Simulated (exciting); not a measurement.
# LuTlS2: the Lu L₃ edge from the Bethe–Salpeter equation

How far do the exchange and direct terms reshape the Lu L₃ edge of LuTlS2?

Main program and level: exciting sodium; X-ray absorption, core-level Bethe-Salpeter equation, exchange and statically screened direct term, Tamm-Dancoff, all-electron LAPW+lo LDA.

Report form: the programs' logs are mostly left out.

**1. Set-up**

The structure is trigonal, space group R-3m (No. 166). The conventional cell has a = 3.920 Å, b = 3.920 Å, c = 22.505 Å, α = 90.00°, β = 90.00°, γ = 120.00°. Nearest to Tl lie 6 S at 3.23 Å. Nearest to Lu lie 6 S at 2.69 Å. S has 3 Lu at 2.69 Å and 3 Tl at 3.23 Å nearest. Farther neighbours and most contacts between anions are not listed.

Coordinates:

```xyz
4
Lattice="1.9600 1.1316 7.5016 -1.9600 1.1316 7.5016 0.0000 -2.2632 7.5016" Properties=species:S:1:pos:R:3 pbc="T T T"
Tl    0.0000    0.0000   11.2524
Lu    0.0000    0.0000    0.0000
S     0.0000    0.0000    6.0508
S     0.0000    0.0000   16.4540
```

Differences between curves are given as r.m.s. difference over r.m.s. height.

**2. The self-consistent potential**

The species files are the program's own, with muffin-tin radii set in the input.

input.xml

```
<input>
  <title>LuTlS2</title>
  <structure speciespath="." autormt="false" epslat="1.0e-5">
    <crystal>
      <basevect>3.7038000843 2.1383899758 14.1759260680</basevect>
      <basevect>-3.7038000843 2.1383899758 14.1759260680</basevect>
      <basevect>0.0000000000 -4.2767799515 14.1759260680</basevect>
    </crystal>
    <species speciesfile="Tl.xml" rmt="2.300">
      <atom coord="0.5000000000 0.5000000000 0.5000000000"/>
    </species>
    <species speciesfile="Lu.xml" rmt="2.300">
      <atom coord="0.0000000000 0.0000000000 0.0000000000"/>
    </species>
    <species speciesfile="S.xml" rmt="2.300">
      <atom coord="0.2688658400 0.2688658400 0.2688658400"/>
      <atom coord="0.7311341600 0.7311341600 0.7311341600"/>
    </species>
  </structure>
  <groundstate do="fromscratch" xctype="LDA_PW" ngridk="3 3 3" rgkmax="7" gmaxvr="14" nempty="8" swidth="0.001" maxscl="100" epsengy="1e-5"/>
</input>
```

Started as:

```bash
> OMP_NUM_THREADS=1 mpirun -n 4 exciting
```

The job ended after 1.7 min (4 MPI ranks of Intel Xeon at 2.50GHz (Skylake/Cascade Lake), shared host).

The warnings file holds hints only, no warning.

The mesh shows a gap of 1.87 eV. Core levels (Dirac, from the valence top):

```
atom  level  energy (eV)
  Lu  3s1/2      -2427.2
  Lu  3p1/2      -2211.8
  Lu  3p3/2      -1973.7
  Lu  3d3/2      -1607.1
  Lu  3d5/2      -1555.1
  Lu  4s1/2       -478.0
  Lu  4p1/2       -390.4
  Lu  4p3/2       -336.0
  Lu  4d3/2       -191.7
  Lu  4d5/2       -181.7
```

**3. A richer basis for the empty states**

Each species file gets more local orbitals, built from u and its energy derivative at 0.15 Ha and u at 0.9 Ha.

input.xml is that of step 2.

SPECIES.xml, added lines

```
<lo l="L">  <!-- L = 0, 1, 2, and 3 from Cs on -->
  <wf matchingOrder="0" trialEnergy="0.1500" searchE="false"/>
  <wf matchingOrder="1" trialEnergy="0.1500" searchE="false"/>
  <wf matchingOrder="0" trialEnergy="0.9000" searchE="false"/>
</lo>
```

Started as:

```bash
> OMP_NUM_THREADS=1 mpirun -n 4 exciting
```

Wall time 2.1 min (4 MPI ranks).

Against the first ground state the total energy moves by -7 meV an atom and the gap by 0.00 eV.

**4. Screening, kernels and BSE for Lu atom 2**

The absorber has 6 S at 2.69 Å (octahedral, site symmetry -3m).

Edit input.xml of step 3 so:

```diff
@@ -19,3 +19,19 @@
   </structure>
-  <groundstate do="fromscratch" xctype="LDA_PW" ngridk="3 3 3" rgkmax="7" gmaxvr="14" nempty="8" swidth="0.001" maxscl="100" epsengy="1e-5"/>
+  <groundstate do="skip" xctype="LDA_PW" ngridk="3 3 3" rgkmax="7" gmaxvr="14" nempty="8" swidth="0.001" maxscl="100" epsengy="1e-5"/>
+  <xs xstype="BSE" ngridk="3 3 3" ngridq="3 3 3" vkloff="0.097 0.273 0.493" rgkmax="7" nempty="43" gqmax="3" lmaxapwwf="5" lmaxemat="3" broad="0.08599" tevout="true">
+    <energywindow intv="335.131 336.747" points="439"/>
+    <screening screentype="full" nempty="69"/>
+    <BSE xas="true" xasspecies="2" xasatom="1" xasedge="L3" bsetype="singlet" nstlxas="1 39"/>
+    <qpointset>
+      <qpoint>0 0 0</qpoint>
+    </qpointset>
+    <plan>
+      <doonly task="xsgeneigvec"/>
+      <doonly task="writepmatxs"/>
+      <doonly task="scrgeneigvec"/>
+      <doonly task="scrwritepmat"/>
+      <doonly task="screen"/>
+      <doonly task="scrcoulint"/>
+    </plan>
+  </xs>
 </input>
```

input.xml for the exchange start (cutoff and plan only)

```
  gqmax="2"
  <plan>
    <doonly task="exccoulint"/>
  </plan>
```

input.xml for the last start (plan only)

```
  <plan>
    <doonly task="bse"/>
  </plan>
```

Started as:

```bash
> OMP_NUM_THREADS=1 mpirun -n 4 exciting
> OMP_NUM_THREADS=1 mpirun -n 4 exciting
> OMP_NUM_THREADS=4 exciting
```

It took 67 min on 4 MPI ranks.

Wall time by task: xsgeneigvec 26 s, writepmatxs 22 s, scrgeneigvec 12 s, scrwritepmat 10 s, screen 17 min, scrcoulint 27 min, exccoulint 20 min, bse 97 s.

The Lu L₃ spectrum of Lu atom 2 (energy from the Kohn–Sham onset, core level to the lowest empty state found on the meshes used, 9131.04 eV; the shifted mesh sets it, since it comes nearer the band minimum than the ground-state mesh; Im ε scaled to the maximum of the singlet run; cut below the end of the band set):

| E (eV) | Im ε |
| --- | --- |
| -11.5 | 0.05 |
| -11.0 | 0.06 |
| -10.5 | 0.06 |
| -10.0 | 0.07 |
| -9.5 | 0.07 |
| -9.0 | 0.08 |
| -8.5 | 0.09 |
| -8.0 | 0.10 |
| -7.5 | 0.11 |
| -7.0 | 0.12 |
| -6.5 | 0.13 |
| -6.0 | 0.15 |
| -5.5 | 0.18 |
| -5.0 | 0.20 |
| -4.5 | 0.24 |
| -4.0 | 0.28 |
| -3.5 | 0.34 |
| -3.0 | 0.40 |
| -2.5 | 0.49 |
| -2.0 | 0.60 |
| -1.5 | 0.71 |
| -1.0 | 0.83 |
| -0.5 | 0.92 |
| 0.0 | 0.98 |
| 0.5 | 1.00 |
| 1.0 | 1.00 |
| 1.5 | 0.97 |
| 2.0 | 0.94 |
| 2.5 | 0.88 |
| 3.0 | 0.83 |
| 3.5 | 0.76 |
| 4.0 | 0.69 |
| 4.5 | 0.63 |
| 5.0 | 0.57 |
| 5.5 | 0.52 |
| 6.0 | 0.48 |
| 6.5 | 0.46 |
| 7.0 | 0.44 |
| 7.5 | 0.43 |
| 8.0 | 0.42 |
| 8.5 | 0.40 |
| 9.0 | 0.39 |
| 9.5 | 0.38 |
| 10.0 | 0.36 |
| 10.5 | 0.35 |
| 11.0 | 0.34 |
| 11.5 | 0.34 |
| 12.0 | 0.33 |
| 12.5 | 0.33 |
| 13.0 | 0.32 |
| 13.5 | 0.31 |
| 14.0 | 0.30 |
| 14.5 | 0.29 |
| 15.0 | 0.28 |
| 15.5 | 0.27 |
| 16.0 | 0.25 |
| 16.5 | 0.25 |
| 17.0 | 0.24 |
| 17.5 | 0.23 |
| 18.0 | 0.22 |
| 18.5 | 0.21 |
| 19.0 | 0.20 |
| 19.5 | 0.19 |

Maxima (height): 0.7 eV (1.00).

The Hamiltonian has 4212 rows. The lowest groups of eigenvalues and the brightest ones, on the scale above. Core spinors bring spin-forbidden partners, so dark means forbidden by spin or by symmetry, and the shifted mesh splits states that symmetry would keep together:

```
energy (eV)  states within 10 meV  relative strength
     -0.622                     4               0.92
     -0.571                     4               0.89
     -0.414                     4               1.00
     -0.317                     4              0.045
     -0.285                     4              0.070
     -0.126                     4              0.039
      1.181                     4               0.28
      1.211                     4               0.17
      1.392                     8               0.25
      3.760                     4               0.25
```

**5. Independent particles**

Edit input.xml of step 4 so:

```diff
@@ -23,3 +23,3 @@
     <screening screentype="full" nempty="69"/>
-    <BSE xas="true" xasspecies="2" xasatom="1" xasedge="L3" bsetype="singlet" nstlxas="1 39"/>
+    <BSE xas="true" xasspecies="2" xasatom="1" xasedge="L3" bsetype="IP" nstlxas="1 39"/>
     <qpointset>
@@ -28,8 +28,3 @@
     <plan>
-      <doonly task="xsgeneigvec"/>
-      <doonly task="writepmatxs"/>
-      <doonly task="scrgeneigvec"/>
-      <doonly task="scrwritepmat"/>
-      <doonly task="screen"/>
-      <doonly task="scrcoulint"/>
+      <doonly task="bse"/>
     </plan>
```

Started as:

```bash
> OMP_NUM_THREADS=4 exciting
```

Run time: 7.5 s. Hardware: 4 threads.

Maxima (height): 4.1 eV (0.83). Against the singlet run the r.m.s. difference is 47 %. Moving the earlier curve by +3.3 eV leaves 14 %. The highest maximum lies at 4.1 eV (0.83), against 0.7 eV (1.00).

**6. Exchange alone**

Edit input.xml of step 5 so:

```diff
@@ -23,3 +23,3 @@
     <screening screentype="full" nempty="69"/>
-    <BSE xas="true" xasspecies="2" xasatom="1" xasedge="L3" bsetype="IP" nstlxas="1 39"/>
+    <BSE xas="true" xasspecies="2" xasatom="1" xasedge="L3" bsetype="RPA" nstlxas="1 39"/>
     <qpointset>
```

Started as:

```bash
> OMP_NUM_THREADS=4 exciting
```

It took 99 s on 4 threads.

Maxima (height): 4.1 eV (0.83). The spectrum is that of the independent-particle run within 1 %.

**7. Direct term alone**

Edit input.xml of step 6 so:

```diff
@@ -23,3 +23,3 @@
     <screening screentype="full" nempty="69"/>
-    <BSE xas="true" xasspecies="2" xasatom="1" xasedge="L3" bsetype="RPA" nstlxas="1 39"/>
+    <BSE xas="true" xasspecies="2" xasatom="1" xasedge="L3" bsetype="triplet" nstlxas="1 39"/>
     <qpointset>
```

Started as:

```bash
> OMP_NUM_THREADS=4 exciting
```

Run time: 99 s. Hardware: 4 threads.

Maxima (height): 0.7 eV (1.00). The spectrum is that of the singlet run within 1 %.

**8. Coarser mesh**

Changed against the first singlet run: k mesh from 3×3×3 to 2×2×2.

Edit input.xml of step 7 so:

```diff
@@ -20,6 +20,6 @@
   <groundstate do="skip" xctype="LDA_PW" ngridk="3 3 3" rgkmax="7" gmaxvr="14" nempty="8" swidth="0.001" maxscl="100" epsengy="1e-5"/>
-  <xs xstype="BSE" ngridk="3 3 3" ngridq="3 3 3" vkloff="0.097 0.273 0.493" rgkmax="7" nempty="43" gqmax="3" lmaxapwwf="5" lmaxemat="3" broad="0.08599" tevout="true">
+  <xs xstype="BSE" ngridk="2 2 2" ngridq="2 2 2" vkloff="0.097 0.273 0.493" rgkmax="7" nempty="43" gqmax="3" lmaxapwwf="5" lmaxemat="3" broad="0.08599" tevout="true">
     <energywindow intv="335.131 336.747" points="439"/>
     <screening screentype="full" nempty="69"/>
-    <BSE xas="true" xasspecies="2" xasatom="1" xasedge="L3" bsetype="triplet" nstlxas="1 39"/>
+    <BSE xas="true" xasspecies="2" xasatom="1" xasedge="L3" bsetype="singlet" nstlxas="1 39"/>
     <qpointset>
@@ -28,3 +28,8 @@
     <plan>
-      <doonly task="bse"/>
+      <doonly task="xsgeneigvec"/>
+      <doonly task="writepmatxs"/>
+      <doonly task="scrgeneigvec"/>
+      <doonly task="scrwritepmat"/>
+      <doonly task="screen"/>
+      <doonly task="scrcoulint"/>
     </plan>
```

input.xml for the exchange start (cutoff and plan only)

```
  gqmax="2"
  <plan>
    <doonly task="exccoulint"/>
  </plan>
```

input.xml for the last start (plan only)

```
  <plan>
    <doonly task="bse"/>
  </plan>
```

Started as:

```bash
> OMP_NUM_THREADS=1 mpirun -n 4 exciting
> OMP_NUM_THREADS=1 mpirun -n 4 exciting
> OMP_NUM_THREADS=4 exciting
```

It took 13 min on 4 MPI ranks.

These settings are cheaper. The spectrum is that of the singlet run within 1 %. A coarse mesh samples few band energies, and it inflates the long-range part of the attraction.

| E (eV) | first run | this run |
| --- | --- | --- |
| -11.0 | 0.06 | 0.06 |
| -10.0 | 0.07 | 0.07 |
| -9.0 | 0.08 | 0.08 |
| -8.0 | 0.10 | 0.10 |
| -7.0 | 0.12 | 0.12 |
| -6.0 | 0.15 | 0.15 |
| -5.0 | 0.20 | 0.20 |
| -4.0 | 0.28 | 0.28 |
| -3.0 | 0.40 | 0.41 |
| -2.0 | 0.60 | 0.60 |
| -1.0 | 0.83 | 0.83 |
| 0.0 | 0.98 | 0.98 |
| 1.0 | 1.00 | 1.00 |
| 2.0 | 0.94 | 0.93 |
| 3.0 | 0.83 | 0.82 |
| 4.0 | 0.69 | 0.69 |
| 5.0 | 0.57 | 0.56 |
| 6.0 | 0.48 | 0.48 |
| 7.0 | 0.44 | 0.44 |
| 8.0 | 0.42 | 0.42 |
| 9.0 | 0.39 | 0.39 |
| 10.0 | 0.36 | 0.36 |
| 11.0 | 0.34 | 0.34 |
| 12.0 | 0.33 | 0.33 |
| 13.0 | 0.32 | 0.32 |
| 14.0 | 0.30 | 0.30 |
| 15.0 | 0.28 | 0.27 |
| 16.0 | 0.25 | 0.25 |
| 17.0 | 0.24 | 0.24 |
| 18.0 | 0.22 | 0.22 |
| 19.0 | 0.20 | 0.20 |

**9. From independent particles to the full kernel**

| level | curve passes 0.15 (eV) | highest maximum (eV) | its height |
| --- | --- | --- | --- |
| IP | -2.9 | 4.1 | 0.83 |
| RPA | -2.9 | 4.1 | 0.83 |
| direct only | -6.1 | 0.7 | 1.00 |
| singlet | -6.1 | 0.7 | 1.00 |

| E (eV) | IP | RPA | direct only | singlet |
| --- | --- | --- | --- | --- |
| -11.0 | 0.04 | 0.04 | 0.06 | 0.06 |
| -10.0 | 0.04 | 0.04 | 0.07 | 0.07 |
| -9.0 | 0.05 | 0.05 | 0.08 | 0.08 |
| -8.0 | 0.05 | 0.05 | 0.10 | 0.10 |
| -7.0 | 0.06 | 0.06 | 0.12 | 0.12 |
| -6.0 | 0.08 | 0.08 | 0.15 | 0.15 |
| -5.0 | 0.09 | 0.09 | 0.20 | 0.20 |
| -4.0 | 0.12 | 0.12 | 0.28 | 0.28 |
| -3.0 | 0.15 | 0.15 | 0.40 | 0.40 |
| -2.0 | 0.20 | 0.20 | 0.60 | 0.60 |
| -1.0 | 0.28 | 0.28 | 0.83 | 0.83 |
| 0.0 | 0.40 | 0.40 | 0.98 | 0.98 |
| 1.0 | 0.55 | 0.55 | 1.00 | 1.00 |
| 2.0 | 0.70 | 0.70 | 0.94 | 0.94 |
| 3.0 | 0.80 | 0.80 | 0.83 | 0.83 |
| 4.0 | 0.83 | 0.83 | 0.69 | 0.69 |
| 5.0 | 0.82 | 0.82 | 0.57 | 0.57 |
| 6.0 | 0.76 | 0.76 | 0.48 | 0.48 |
| 7.0 | 0.67 | 0.67 | 0.44 | 0.44 |
| 8.0 | 0.59 | 0.59 | 0.42 | 0.42 |
| 9.0 | 0.55 | 0.55 | 0.39 | 0.39 |
| 10.0 | 0.52 | 0.52 | 0.36 | 0.36 |
| 11.0 | 0.48 | 0.48 | 0.34 | 0.34 |
| 12.0 | 0.46 | 0.46 | 0.33 | 0.33 |
| 13.0 | 0.45 | 0.45 | 0.32 | 0.32 |
| 14.0 | 0.43 | 0.43 | 0.30 | 0.30 |
| 15.0 | 0.41 | 0.41 | 0.28 | 0.28 |
| 16.0 | 0.38 | 0.38 | 0.25 | 0.25 |
| 17.0 | 0.35 | 0.35 | 0.24 | 0.24 |
| 18.0 | 0.32 | 0.32 | 0.22 | 0.22 |
| 19.0 | 0.30 | 0.30 | 0.20 | 0.20 |

**10. What came out**

```
absorber and edge   : Lu L₃, atom 2
surroundings        : 6 S at 2.69 Å (octahedral, site symmetry -3m)
first bright state  : -0.62 eV from the Kohn–Sham onset, on this mesh
highest maximum     : 0.7 eV
cost of the BSE run : 67 min on 4 MPI ranks of Intel Xeon at 2.50GHz (Skylake/Cascade Lake), shared host; the last task ran on as many threads
```

**Reading.** Is a core exciton bound? Yes on this mesh: the first bright state (over 5 % of the brightest) lies at -0.62 eV from the Kohn–Sham onset. Exchange alone changes the independent-particle spectrum by 0.0 % r.m.s. Leaving exchange out of the full kernel changes the spectrum by 0.0 % r.m.s. A mesh of 27 points doesn't converge binding energies, and fine structure above the first lines is partly noise of the mesh. The kernel cutoff is low for a compact core orbital, so the effect of exchange is a lower bound. The zero comes from the shifted mesh, which comes near the band minimum without meeting it. The conduction states carry no spin here, so the exchange coupling to the spinor core hole is only partly held. This core level is treated alone, with no coupling to its spin–orbit partner. The Kohn–Sham onset, 9131 eV, is no photon energy (tabulated edge of the element: 9244 eV): the scale needs a rigid shift. Bands and screening come from semilocal DFT, whose small gap overscreens. Vibrations and energy-dependent lifetimes are left out. The structure is a Materials Project entry, computed there, and may be a hypothetical form.

[Logs are printed without paths, hosts, clocks, repeated set-up lines and the standing remarks that a program may print on its own settings, such as how far it seeks lower states.]

[Hosts, paths, dates, database ids (printed as entryN), source tags and the programs' standing remarks are cut or masked in the printed files.]
